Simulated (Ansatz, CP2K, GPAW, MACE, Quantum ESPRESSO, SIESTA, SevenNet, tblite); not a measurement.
# Which run comes nearest? Random packing of Nb14Si86 (at. %) (102 atoms)

Density of this cell: 3.17 g/cm³. The cell holds 102 atoms: 14 Nb and 88 Si. Its edges and angles: a = 12.543 Å, b = 12.543 Å, c = 12.543 Å, α = 90.0°, β = 90.0°, γ = 90.0°. 102 atoms (14 Nb, 88 Si) packed at random in a cube at 3.17 g/cm³ and pushed apart as soft spheres; a start for melting by ab initio MD, not an equilibrated structure. Then every atom was moved at random, 0.05 Å r.m.s. a Cartesian component.

Geometry: as built.

The reference, a calculation:

| Quantity | Value |
| --- | --- |
| method | Kohn-Sham DFT, PBE, PAW, plane waves (Ansatz 0.2.0); cutoff 420 eV, Γ point, fermi-dirac smearing of 0.05 eV; PAW set soft_2 |
| r.m.s. force component | 1.424 eV/Å |
| longest force | 7.005 eV/Å |
| pressure | -1.475 GPa |
| SCF cycles | 9 |
| time | 29 s on 4 threads of Arm Neoverse V2, shared host |
| CPU time | 1.9 min |

Runs, in no order:
A. MACE MP-0b3 medium potential: machine-learned interatomic potential MACE MP-0b3 medium, trained on PBE(+U) plane-wave data
B. CP2K PBE, DZVP-UZH, 600/50 Ry, diagonalisation: Kohn-Sham DFT, PBE, GTH-PBE pseudopotentials, Gaussian and plane waves, DZVP-MOLOPT (UZH set), diagonalisation
C. SIESTA PBE, SZP, shift 0.01 Ry, mesh 300 Ry: Kohn-Sham DFT, PBE, PseudoDojo 0.4.1 norm-conserving pseudopotentials (converted to PSML), numerical atomic orbitals (SZP), diagonalisation
D. QE PBE, sssp-1.3.0-efficiency, 30/240 Ry: Kohn-Sham DFT, PBE, SSSP efficiency 1.3.0 pseudopotentials, plane waves
E. GPAW PBE, LCAO dzp, h 0.25 Å: Kohn-Sham DFT, PBE, PAW, atomic orbitals (dzp)

Q: Order them from the smallest to the largest r.m.s. force difference.

D, B, E, A, C.

| run | Δ force, r.m.s. (meV/Å) | share of r.m.s. force (%) | CPU time |
| --- | --- | --- | --- |
| D. QE PBE, sssp-1.3.0-efficiency, 30/240 Ry | 13.7 | 0.964 | 18 min |
| B. CP2K PBE, DZVP-UZH, 600/50 Ry, diagonalisation | 52.1 | 3.66 | 17 min |
| E. GPAW PBE, LCAO dzp, h 0.25 Å | 107 | 7.49 | 13 min |
| A. MACE MP-0b3 medium potential | 309 | 21.7 | 7.8 s |
| C. SIESTA PBE, SZP, shift 0.01 Ry, mesh 300 Ry | 543 | 38.1 | 11 min |

Machine-learned potentials mimic data converged in k, so the reference's own k-point error enters their differences. The electronic-structure runs sample only Γ, in a cell whose shortest periodic width is 13 Å, which is coarse for a cell with partly filled levels.

[Hosts, paths, dates, database ids (printed as entryN), source tags and the programs' standing remarks are cut or masked in the printed files.]
